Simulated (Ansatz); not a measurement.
# CsSnH3 (model cell, started as cubic perovskite with Sn in the octahedra): following an unstable mode

Wanted: the energy along a soft mode of CsSnH3 (model cell, started as cubic perovskite with Sn in the octahedra) and the structure at the end.

Program: Ansatz 0.2.0. Level of theory: DFT PBEsol, scalar-relativistic, plane waves, PAW. Results are calculated unless marked as measured.

The structure was built from a prototype and need not be the compound's stable phase.

## (1) The structure

It takes space group Pm-3m (No. 221, cubic). The conventional cell has a = 4.404 Å, b = 4.404 Å, c = 4.404 Å, α = 90.00°, β = 90.00°, γ = 90.00°. Nearest to Cs lie 12 H at 3.11 Å. Nearest to Sn lie 6 H at 2.20 Å. Nearest to H lie 2 Sn at 2.20 Å and 4 Cs at 3.11 Å and 8 H at 3.11 Å. Farther neighbours are not listed.

## (2) Phonons on a q mesh

The cell comes from relaxations at this level that are not shown. Stability and thermal properties need the whole zone. Linear response on a 4×4×4 q mesh gives force constants as far as a supercell of that size would.

input.yaml

```yaml
crystal:
  lattice:
    - [4.4041233197, 0.0, 0.0]
    - [0.0, 4.4041233197, 0.0]
    - [0.0, 0.0, 4.4041233197]
  atoms:
    - { symbol: Cs, position: [0.0, 0.0, 0.0] }
    - { symbol: Sn, position: [0.5, 0.5, 0.5] }
    - { symbol: H, position: [0.5, 0.5, 0.0] }
    - { symbol: H, position: [0.5, 0.0, 0.5] }
    - { symbol: H, position: [0.0, 0.5, 0.5] }
kpoints:
  mp_grid: { grid: [8, 8, 8] }
hamiltonian:
  xc: pbesol
scf:
  occupations: { method: methfessel_paxton, width: 0.2 }
output:
  eigenvalues: true
phonons:
  method: dfpt
  qmesh: [4, 4, 4]
  temperatures: { t_max: 1000, t_step: 50 }
  qpath:
    path:
      - [[0.0, 0.0, 0.0], [0.0, 0.5, 0.0], [0.5, 0.5, 0.0], [0.0, 0.0, 0.0], [0.5, 0.5, 0.5], [0.0, 0.5, 0.0]]
      - [[0.5, 0.5, 0.5], [0.5, 0.5, 0.0]]
    npoints: 10
```

Launch:

```console
$ ansatz run input.yaml --threads 8 --pin off --max-ram 14336MiB --backend cpu --events-out ev --progress --plain --runs-dir out
```

Numbers of over 12 decimals in the logs are rounded to 6 here.

What it wrote:

```text
Engine: ansatz 0.2.0, aarch64-unknown-linux-gnu
Pseudopotentials: kind: paw
Pseudopotential: Cs, paw, valence charge 9, recommended cutoff 420 eV (normal), Cs.paw.azcp
Pseudopotential: Sn, paw, valence charge 14, recommended cutoff 420 eV (normal), Sn.paw.azcp
Pseudopotential: H, paw, valence charge 1, recommended cutoff 420 eV (normal), H.paw.azcp
Functional definition: PBEsol
  exchange = pbesol_x
  correlation = pbesol_c
Crystal: 5 atoms, lattice volume = 85.424 Å³
Basis set: ecut = 420 eV, 1743 PW (Γ), exchange–correlation on 60×60×60 points (8 copies of the dense FFT grid, shifted against one another)
Bands: 18, of which v1, the nominal top of the filled ones, is band 13 counted from 1 (12 counted from 0)
Symmetry: 48 space group operations
k-points: 35 of 512
Non-local potential: Cs, projectors of the file, l = 0: 3, l = 1: 2, l = 2: 2, l = 3: 2
Non-local potential: Sn, projectors of the file, l = 0: 2, l = 1: 2, l = 2: 2, l = 3: 2
Non-local potential: H, projectors of the file, l = 0: 2, l = 1: 1
PAW form: soft (Blöchl's): semilocal exchange-correlation on the pseudo side does not see the compensation charge
PAW frozen core: Cs, regenerated for the run's functional, and the local potential with it (the file was generated under x = pbe(κ = 0.804, μ = 0.219515), c = pbe(β = 0.066725))
PAW frozen core: Sn, regenerated for the run's functional, and the local potential with it (the file was generated under x = pbe(κ = 0.804, μ = 0.219515), c = pbe(β = 0.066725))
PAW one-centre angular grid: Cs, 194 points (default); XC on 64 Gauss nodes
PAW one-centre angular grid: Sn, 590 points (default); XC on 64 Gauss nodes
PAW one-centre angular grid: H, 110 points (default); XC on 64 Gauss nodes
Initial density: superposition of atomic densities (neutral atoms: chi_scale 0, normalization atom), corrected by the library's trained network
Initial wavefunctions: pseudopotential atomic-orbital guess
Functional: x = pbesol(κ = 0.804, μ = 0.123457), c = pbesol(β = 0.046)
SCF iter   1: F=—  HF=-11582.335047 eV  |F-HF|=—  |Δ(HF+E_count)|=         —  Δρ=7.16e-3  dr2=4.12e-2  ethr=1.77e-3  ⟨swp⟩=6.3  Hψ=3256  notcnv=0
preconditioner: auto → Kerker (q_TF=auto, 2.238 Å⁻¹)  [metal: Δε(μ)=0.058 eV  Ē_g=9.847 eV  σ=0.200 eV  W_gap=0.24  n_scr=18 (ndim 8)  ℏωp=15.0 eV  f_vac=0.000  D(μ)=1.26/eV (n_scr^D=6)]
SCF iter   2: F=—  HF=-11582.324229 eV  |F-HF|=—  |Δ(HF+E_count)|=   1.08e-2  S|Δr|=    0.00e0  Δρ=3.43e-3  dr2=1.08e-2  ethr=1.58e-4  ⟨swp⟩=1.0  Hψ=910  notcnv=0
SCF iter   3: F=—  HF=-11582.320624 eV  |F-HF|=—  |Δ(HF+E_count)|=   3.60e-3  S|Δr|=    0.00e0  Δρ=5.13e-4  dr2=5.82e-4  ethr=4.14e-5  ⟨swp⟩=2.0  Hψ=730  notcnv=0
SCF iter   4: F=—  HF=-11582.320473 eV  |F-HF|=—  |Δ(HF+E_count)|=   1.51e-4  S|Δr|=    0.00e0  Δρ=2.22e-4  dr2=7.96e-5  ethr=2.24e-6  ⟨swp⟩=2.1  Hψ=1053  notcnv=0
SCF iter   5: F=—  HF=-11582.320430 eV  |F-HF|=—  |Δ(HF+E_count)|=   4.32e-5  S|Δr|=    0.00e0  Δρ=8.65e-5  dr2=9.08e-6  ethr=3.06e-7  ⟨swp⟩=2.2  Hψ=1034  notcnv=0
SCF iter   6: F=—  HF=-11582.320429 eV  |F-HF|=—  |Δ(HF+E_count)|=   1.24e-6  S|Δr|=    0.00e0  Δρ=2.58e-5  dr2=4.98e-7  ethr=3.49e-8  ⟨swp⟩=2.2  Hψ=1004  notcnv=0
SCF iter   7: F=—  HF=-11582.320430 eV  |F-HF|=—  |Δ(HF+E_count)|=   1.34e-6  S|Δr|=    0.00e0  Δρ=4.25e-6  dr2=1.88e-8  ethr=1.92e-9  ⟨swp⟩=2.1  Hψ=885  notcnv=0
SCF iter   8: F=—  HF=-11582.320430 eV  |F-HF|=—  |Δ(HF+E_count)|=   7.00e-9  S|Δr|=    0.00e0  Δρ=1.05e-6  dr2=1.45e-9  ethr=7.22e-11  ⟨swp⟩=2.5  Hψ=1016  notcnv=0
SCF iter   9: F=—  HF=-11582.320430 eV  |F-HF|=—  |Δ(HF+E_count)|=   1.11e-9  S|Δr|=    0.00e0  Δρ=3.03e-7  dr2=1.32e-10  ethr=5.59e-12  ⟨swp⟩=2.0  Hψ=912  notcnv=0
SCF iter  10: F=-11582.320430 eV  HF=-11582.320430 eV  |F-HF|=1.82e-12  |Δ(HF+E_count)|=  5.82e-11  S|Δr|=    0.00e0  Δρ=4.18e-8  dr2=1.50e-12  ethr=1.00e-12  ⟨swp⟩=7.6  Hψ=3855  notcnv=0
SCF 1 converged in 10 iterations: F = -11582.320430 eV  dr2 = 1.50e-12
  greatest PAW one-centre occupation: 0.992 electrons in one spin orbital (limit 2), on the Sn atom at site 1 (counted from 0), in its partial waves of l = 2
Initial density: read from a saved state, or passed on in memory by an earlier SCF of this step, an earlier step, the calling program or the single point that the run made first
iter 1 solved again at ethr=7.23e-7 eV; its pass at ethr=3.10e-3 eV (dr2=1.88e-4 eV) is discarded
SCF iter   1: F=—  HF=-11582.320432 eV  |F-HF|=—  |Δ(HF+E_count)|=         —  Δρ=2.80e-6  dr2=3.60e-9  ethr=7.23e-7  ⟨swp⟩=3.3  Hψ=5058  notcnv=0
eigensolver tolerance schedule: the retry pair's looser diagonalisation over-reported the residual by 52159.12 of it (diagonalisation noise at an unbounded share of the residual, at the tolerance the schedule requests for it); recorded, not acted on — ethr = c·dr2/N_el stays at c = 1.0e-1
preconditioner: auto → Kerker (q_TF=auto, 2.238 Å⁻¹)  [metal: Δε(μ)=0.061 eV  Ē_g=9.865 eV  σ=0.200 eV  W_gap=0.25  n_scr=18 (ndim 8)  ℏωp=15.0 eV  f_vac=0.000  D(μ)=1.09/eV (n_scr^D=6)]
SCF iter   2: F=—  HF=-11582.320430 eV  |F-HF|=—  |Δ(HF+E_count)|=   1.57e-6  S|Δr|=    0.00e0  Δρ=1.78e-6  dr2=1.39e-9  ethr=1.39e-11  ⟨swp⟩=3.5  Hψ=1624  notcnv=0
SCF iter   3: F=—  HF=-11582.320430 eV  |F-HF|=—  |Δ(HF+E_count)|=  7.99e-10  S|Δr|=    0.00e0  Δρ=1.05e-6  dr2=4.76e-10  ethr=5.34e-12  ⟨swp⟩=2.0  Hψ=805  notcnv=0
SCF iter   4: F=—  HF=-11582.320430 eV  |F-HF|=—  |Δ(HF+E_count)|=  3.35e-10  S|Δr|=    0.00e0  Δρ=4.14e-7  dr2=7.53e-11  ethr=1.83e-12  ⟨swp⟩=2.0  Hψ=837  notcnv=0
SCF iter   5: F=—  HF=-11582.320430 eV  |F-HF|=—  |Δ(HF+E_count)|=  2.55e-11  S|Δr|=    0.00e0  Δρ=2.99e-7  dr2=4.03e-11  ethr=1.00e-12  ⟨swp⟩=1.0  Hψ=630  notcnv=0
SCF iter   6: F=—  HF=-11582.320430 eV  |F-HF|=—  |Δ(HF+E_count)|=  9.09e-12  S|Δr|=    0.00e0  Δρ=2.28e-7  dr2=2.38e-11  ethr=1.00e-12  ⟨swp⟩=1.0  Hψ=630  notcnv=0
SCF iter   7: F=—  HF=-11582.320430 eV  |F-HF|=—  |Δ(HF+E_count)|=  3.64e-12  S|Δr|=    0.00e0  Δρ=1.85e-7  dr2=1.57e-11  ethr=1.00e-12  ⟨swp⟩=1.0  Hψ=630  notcnv=0
SCF iter   8: F=-11582.320430 eV  HF=-11582.320430 eV  |F-HF|=5.46e-12  |Δ(HF+E_count)|=  1.09e-11  S|Δr|=    0.00e0  Δρ=1.36e-7  dr2=8.52e-12  ethr=1.00e-12  ⟨swp⟩=1.0  Hψ=1400  notcnv=0
SCF 2 converged in 8 iterations: F = -11582.320430 eV  dr2 = 8.52e-12
phonons: the bands overlap, so this run is a metal and interpolates without the dipole-dipole term. If the crystal is really an insulator or semiconductor, its LO-TO splitting is missing
NSCF: frozen V_eff on 35 k-points
NSCF: frozen V_eff on 125 k-points
DFPT response loops at q = (0, 0, 0) (fractional): preconditioner auto → Kerker (q_TF=auto, 2.238 Å⁻¹) (partly filled bands, converged f_vac=0.000); β = 1.00, the filter's whole step (`scf.mixing.beta` (0.50) is not read by the response loops under this deck's `scf.mixing.preconditioner`; to damp them name `kerker` or `kerker_dos`, under which they read `scf.mixing.beta`, and type it under 1.00, their step now; both keys bind the ground state too); Broyden in place of MSR1
NSCF: frozen V_eff on 400 k-points
DFPT response loops at q = (0, 0, 0.25) (fractional): mixed as the last ones told, above
NSCF: frozen V_eff on 250 k-points
DFPT response loops at q = (0, 0, -0.5) (fractional): mixed as the last ones told, above
NSCF: frozen V_eff on 640 k-points
DFPT response loops at q = (0, 0.25, 0.25) (fractional): mixed as the last ones told, above
NSCF: frozen V_eff on 400 k-points
DFPT response loops at q = (0, 0.25, -0.5) (fractional): mixed as the last ones told, above
NSCF: frozen V_eff on 250 k-points
DFPT response loops at q = (0, -0.5, -0.5) (fractional): mixed as the last ones told, above
NSCF: frozen V_eff on 1024 k-points
DFPT response loops at q = (0.25, 0.25, 0.25) (fractional): mixed as the last ones told, above
NSCF: frozen V_eff on 640 k-points
DFPT response loops at q = (0.25, 0.25, -0.5) (fractional): mixed as the last ones told, above
NSCF: frozen V_eff on 400 k-points
DFPT response loops at q = (0.25, -0.5, -0.5) (fractional): mixed as the last ones told, above
NSCF: frozen V_eff on 250 k-points
DFPT response loops at q = (-0.5, -0.5, -0.5) (fractional): mixed as the last ones told, above
SCF converged after 10 iterations
Stability not checked: this state was not tested for a lower state beside it, because cold or Methfessel-Paxton smearing, or corrected tetrahedra, fill the levels in a way that the test cannot read (fill_not_monotonic; see scf.lower_state_search)
Free energy (F): -11582.320430 eV
Harris-Foulkes:  -11582.320430 eV  (|F-HF|=1.82e-12)
Internal energy: -11582.321466 eV  (E = F + TS)
E sigma→0 (E₀):  -11582.320689 eV
Entropy (-TS):   0.001036 eV (0.207 meV/atom)
Fermi energy:    7.490786 eV
--- Per-component energies (eV) ---
  E_band       = -159.421663
  E_kinetic    = 368.256990
  E_local      = -1358.854795  (includes V_loc(G=0)·N_el)
  E_nonlocal   = 4.349716
  E_hartree    = 730.646645
  E_xc         = -578.860546
  E_vxc        = -258.113438  (∫ρ·V_xc dr)
  E_paw        = -9048.853207  (= ΣΔE_a)
  E_vpaw       = -376.350398  (= ΣTr[D̂ρ^β])
  E_aug_tail   = -0.003013  (compensation charges beyond the density's cutoff)
  E_ewald      = -1699.432257
  E_core_change = 0.429000  (= ΣΔE_core)
  E_smearing   = 0.001036  (= −TS)
  E_closure    = 0.000000  (closes the sum)
  Σ components = -11582.320430   (vs F -11582.320430, Δ=0.00e0)
--- Band table (eV; the first three rows and the last of 35) ---
  k-point 0: bands = [... 9 lower, -1.7303, 4.5845, 4.5845, 7.9280, 7.9280, 7.9280, 9.7601, 11.8409, ... 1 higher]
  k-point 1: bands = [... 9 lower, -1.3395, 4.2327, 4.6351, 7.7777, 7.8493, 7.8493, 10.5680, 11.3717, ... 1 higher]
  k-point 2: bands = [... 9 lower, -0.7974, 3.3495, 4.7657, 7.6555, 7.6555, 8.0138, 10.5425, 11.8347, ... 1 higher]
  k-point 34: bands = [... 9 lower, 0.7723, 2.0794, 2.0794, 2.0794, 12.0839, 12.0839, 12.0839, 13.9266, ... 1 higher]
--- Phonons (Γ-DFPT): 4 representative perturbations + reference (Σ response iterations 13) ---
  ASR residual: 5.207e-5 → 0.000e0 eV/Å²; symmetrization residual: 8.491e-7 eV/Å²
  ASR residual per site (eV/Å²): 7.04e-6 5.21e-5 5.28e-6 5.28e-6 5.28e-6
  Γ frequencies (cm⁻¹): -1375.13 -1375.13 -1375.13 0.00 0.00 0.00 85.91 85.91 85.91 615.10 615.10 615.10 626.17 626.17 626.17
--- Phonons (arbitrary-q DFPT): 10 irreducible q on the 4×4×4 mesh ---
  q = [0.0000, 0.0000, 0.0000] (star 1, of the zone-centre solve; hermiticity 2.44e-7, symmetrization 7.22e-12): -1375.13 -1375.13 -1375.13 -0.00 0.00 0.00 85.91 85.91 85.91 615.10 615.10 615.10 626.17 626.17 626.17
  q = [0.0000, 0.0000, 0.2500] (star 6, 9 solved perturbations in 1560 linear systems a pass and spin channel, the states on 200 of 512 k-point pairs; hermiticity 1.90e-7, symmetrization 9.63e-12): -1286.27 -1286.27 32.17 32.17 43.32 81.37 81.37 95.26 517.82 576.34 615.08 615.08 623.89 623.89 662.87
  q = [0.0000, 0.0000, -0.5000] (star 3, 9 solved perturbations in 975 linear systems a pass and spin channel, the states on 125 of 512 k-point pairs; hermiticity 4.86e-8, symmetrization 1.18e-13): -1263.40 -1263.40 56.59 56.59 68.90 71.43 71.43 107.13 605.36 605.36 613.42 625.32 625.32 641.39 818.56
  q = [0.0000, 0.2500, 0.2500] (star 12, 9 solved perturbations in 2460 linear systems a pass and spin channel, the states on 320 of 512 k-point pairs; hermiticity 1.93e-7, symmetrization 9.96e-13): -1262.72 27.91 45.06 61.93 80.07 90.56 104.51 470.23 519.41 551.37 607.39 617.69 619.90 673.13 685.51
  q = [0.0000, 0.2500, -0.5000] (star 12, 15 solved perturbations on 200 of 512 k-point pairs; hermiticity 7.87e-8, symmetrization 3.67e-14): -1290.10 51.49 51.78 56.18 78.85 103.47 116.59 515.57 515.73 573.11 593.13 606.23 618.59 697.78 832.50
  q = [0.0000, -0.5000, -0.5000] (star 3, 9 solved perturbations in 975 linear systems a pass and spin channel, the states on 125 of 512 k-point pairs; hermiticity 5.75e-8, symmetrization 3.35e-13): -1390.72 49.00 49.00 56.20 85.98 123.70 123.70 500.15 524.68 524.68 587.00 587.00 687.38 744.02 877.87
  q = [0.2500, 0.2500, 0.2500] (star 8, 4 solved perturbations in 1376 linear systems a pass and spin channel, the states on 512 of 512 k-point pairs; hermiticity 1.09e-7, symmetrization 1.48e-11): 47.27 47.27 54.75 97.59 101.29 101.29 317.42 531.13 531.13 539.48 630.05 630.05 684.01 685.78 685.78
  q = [0.2500, 0.2500, -0.5000] (star 12, 9 solved perturbations in 2460 linear systems a pass and spin channel, the states on 320 of 512 k-point pairs; hermiticity 1.53e-7, symmetrization 1.04e-12): 47.15 52.20 60.81 97.77 103.85 118.74 298.01 513.04 513.59 540.94 647.97 674.12 675.51 685.02 852.24
  q = [0.2500, -0.5000, -0.5000] (star 6, 9 solved perturbations in 1560 linear systems a pass and spin channel, the states on 200 of 512 k-point pairs; hermiticity 8.77e-8, symmetrization 2.01e-13): 56.28 56.28 60.20 100.84 121.83 121.83 387.20 498.04 512.56 512.56 660.84 660.84 729.12 787.29 892.45
  q = [-0.5000, -0.5000, -0.5000] (star 1, 4 solved perturbations in 350 linear systems a pass and spin channel, the states on 125 of 512 k-point pairs; hermiticity 2.49e-8, symmetrization 6.07e-12): 63.03 63.03 63.03 119.42 119.42 119.42 495.75 495.75 495.75 525.00 715.03 715.03 715.03 901.09 901.09
  sum rule: each row above includes the acoustic sum rule's correction from the zone centre's row sums; it moved no ω² by more than (1.19 cm⁻¹)²
  mesh force constants: q→R imaginary residual 1.61e-18; ASR residual 5.207e-5 → 0.000e0 eV/Å²; symmetrization residual 4.441e-15 eV/Å²
  interpolated dispersion: 62 rows × 15 modes
  density of states and harmonic sums: on the 16×16×16 q-mesh, interpolated from the force constants of a 4×4×4 supercell (no non-analytic term)
  largest difference from the sums on the solved wave vectors: F 3.65e-2 eV, S 8.04e-5 and C_V 4.51e-5 eV/K
  zero-point energy: 0.330488 eV/cell   skipped modes (ω ≤ 0): 223, of them read as no rigid motion or as one in doubt: 220 (1.312e0 modes/cell left out, lowest -1390.72 cm⁻¹)   left out of the sums: 8.75e-2 of the cell's modes: C_V's classical limit lies that fraction below 3 k_B per atom; for a crystal, a wire or a layer, F and S can be off by more, and a phonons.interpolated_qmesh denser along its periods is the remedy for the sampling
```

The job ended after 3.5 min (8 threads of Arm Neoverse V2, shared host; peak memory 2.1 GiB; 27 min of CPU time).

This step gave:

- volume per atom: 17.08 Å³
- gap on the k-mesh: 0 eV
- sum-rule residual before enforcement: 5.21e-5 eV/Å²
- lowest frequency on the path: -1391 cm⁻¹
- point group: m-3m
- highest frequency on the path or at a solved wavevector: 945.8 cm⁻¹
- highest optical mode at the zone centre (no LO-TO term): 626.2 cm⁻¹
- lowest optical zone-centre mode: -1375 cm⁻¹
- lowest mode on the q mesh (acoustic modes at Γ apart): -1391 cm⁻¹

Frequencies (cm⁻¹) solved at each irreducible wavevector; negative means imaginary. Frequencies by wavevector, by row:

```tsv
q in reciprocal lattice units	star	mode 1	mode 2	mode 3	mode 4	mode 13	mode 14	mode 15
0 0 0	1	-1375	-1375	-1375	0	626.2	626.2	626.2
0 0 0.25	6	-1286	-1286	32.2	32.2	623.9	623.9	662.9
0 0 -0.5	3	-1263	-1263	56.6	56.6	625.3	641.4	818.6
0 0.25 0.25	12	-1263	27.9	45.1	61.9	619.9	673.1	685.5
0 0.25 -0.5	12	-1290	51.5	51.8	56.2	618.6	697.8	832.5
0 -0.5 -0.5	3	-1391	49	49	56.2	687.4	744	877.9
0.25 0.25 0.25	8	47.3	47.3	54.8	97.6	684	685.8	685.8
0.25 0.25 -0.5	12	47.1	52.2	60.8	97.8	675.5	685	852.2
0.25 -0.5 -0.5	6	56.3	56.3	60.2	100.8	729.1	787.3	892.5
-0.5 -0.5 -0.5	1	63	63	63	119.4	715	901.1	901.1
```

Interpolated from a 4×4×4 q mesh. The phonon branches at the labelled points (cm⁻¹):

```tsv
point	branch 1	branch 2	branch 3	branch 4	branch 12	branch 13	branch 14	branch 15
Γ	-1375	-1375	-1375	0	615	626	626	626
halfway	-1286	-1286	32	32	615	624	624	663
X	-1263	-1263	57	57	625	625	641	819
halfway	-1290	52	52	56	606	619	698	832
M	-1391	49	49	56	587	687	744	878
halfway	-1263	28	45	62	618	620	673	686
Γ	-1375	-1375	-1375	0	615	626	626	626
halfway	47	47	55	98	630	684	686	686
R	63	63	63	119	715	715	901	901
halfway	47	52	61	98	674	676	685	852
X	-1263	-1263	57	57	625	625	641	819
jump to R	63	63	63	119	715	715	901	901
halfway	56	56	60	101	661	729	787	892
M	-1391	49	49	56	587	687	744	878
```

Symmetry leaves 10 wavevectors to solve. The lowest mode among them, the acoustic zeros apart, lies at q = (0, -0.5, -0.5) and is imaginary, 1390.7i cm⁻¹, so the energy falls along it.

## (3) The mode frozen in, largest atomic shift 0 Å

The mode followed lies at q = (0, 0.25, -0.5) with frequency 1290.1i cm⁻¹, one of the unstable modes though not the softest. At small amplitude the distorted cell has space group no. 67 by a symmetry search on the positions. The undistorted cell that holds it gives the zero of energy on the same k mesh.

System of this step: CsSnH3 (model cell, started as cubic perovskite with Sn in the octahedra). Symmetry: Pm-3m, No. 221, cubic system. The conventional cell has a = 4.404 Å, b = 4.404 Å, c = 4.404 Å, α = 90.00°, β = 90.00°, γ = 90.00°. Nearest to Cs lie 12 H at 3.11 Å. Sn has 6 H at 2.20 Å nearest. H has 2 Sn at 2.20 Å and 8 H at 3.11 Å and 4 Cs at 3.11 Å nearest. Nearest to H lie 2 Sn at 2.20 Å and 4 Cs at 3.11 Å and 8 H at 3.11 Å. Nearest to H lie 2 Sn at 2.20 Å and 8 H at 3.11 Å and 4 Cs at 3.11 Å. Farther neighbours are not listed.

input.yaml

```yaml
crystal:
  lattice:
    - [-4.4041233197, 0.0, 0.0]
    - [0.0, 0.0, -8.8082466394]
    - [0.0, -8.8082466394, -4.4041233197]
  atoms:
    - { symbol: Cs, position: [1.0, 0.5, 0.0] }
    - { symbol: Cs, position: [1.0, 0.0, 0.0] }
    - { symbol: Cs, position: [1.0, 0.25, 0.5] }
    - { symbol: Cs, position: [1.0, 0.75, 0.5] }
    - { symbol: Sn, position: [0.5, 0.625, 0.25] }
    - { symbol: Sn, position: [0.5, 0.125, 0.25] }
    - { symbol: Sn, position: [0.5, 0.375, 0.75] }
    - { symbol: Sn, position: [0.5, 0.875, 0.75] }
    - { symbol: H, position: [0.5, 0.875, 0.25] }
    - { symbol: H, position: [0.5, 0.375, 0.25] }
    - { symbol: H, position: [0.5, 0.625, 0.75] }
    - { symbol: H, position: [0.5, 0.125, 0.75] }
    - { symbol: H, position: [0.5, 0.5, 0.5] }
    - { symbol: H, position: [0.5, 0.0, 0.5] }
    - { symbol: H, position: [0.5, 0.25, 1.0] }
    - { symbol: H, position: [0.5, 0.75, 1.0] }
    - { symbol: H, position: [0.0, 0.625, 0.25] }
    - { symbol: H, position: [0.0, 0.125, 0.25] }
    - { symbol: H, position: [0.0, 0.375, 0.75] }
    - { symbol: H, position: [0.0, 0.875, 0.75] }
kpoints:
  mp_grid: { grid: [8, 6, 6] }
hamiltonian:
  xc: pbesol
scf:
  occupations: { method: methfessel_paxton, width: 0.2 }
output:
  forces: true
  stress: true
  eigenvalues: true
```

What it wrote:

```text
[...]
Crystal: 20 atoms, lattice volume = 341.695 Å³
Basis set: ecut = 420 eV, 6713 PW (Γ), exchange–correlation on 60×120×144 points (8 copies of the dense FFT grid, shifted against one another)
Bands: 72, of which v1, the nominal top of the filled ones, is band 52 counted from 1 (51 counted from 0)
Symmetry: 32 space group operations
[...]
k-points: 65 of 288
[...]
k-point 0: bands = [... 48 lower, 7.2574, 7.2574, 7.3807, 7.3811, 7.7652, 7.7652, 7.9304, 7.9304, ... 16 higher]
  k-point 1: bands = [... 48 lower, 7.0843, 7.4052, 7.4178, 7.4182, 7.5579, 7.8214, 7.8946, 7.8948, ... 16 higher]
  k-point 2: bands = [... 48 lower, 6.9547, 7.4255, 7.4337, 7.5193, 7.5196, 7.7953, 7.7956, 7.7978, ... 16 higher]
  k-point 64: bands = [... 48 lower, 4.0763, 4.7236, 5.3146, 6.9352, 8.0999, 9.5361, 10.0242, 10.0561, ... 16 higher]
[key lines of the parts left out:]
SCF converged after 8 iterations
Free energy (F): -46329.393963 eV
Fermi energy:    7.487464 eV
P = ⅓ Tr σ = -0.1133 GPa (-1.133 kbar)
```

Run time: 12 s. Hardware: 8 threads; peak memory 2.1 GiB.

This step gave:

| Property | Result |
| --- | --- |
| pressure | -0.1133 GPa |
| energy from the undistorted cell | 0 meV/atom |

The run ends at a pressure of -0.11 GPa.

[end of part 1 of 2]

[Logs are printed without paths, hosts, clocks, repeated set-up lines and the standing remarks that a program may print on its own settings, such as how far it seeks lower states.]

[Hosts, paths, dates, database ids (printed as entryN), source tags and the programs' standing remarks are cut or masked in the printed files.]
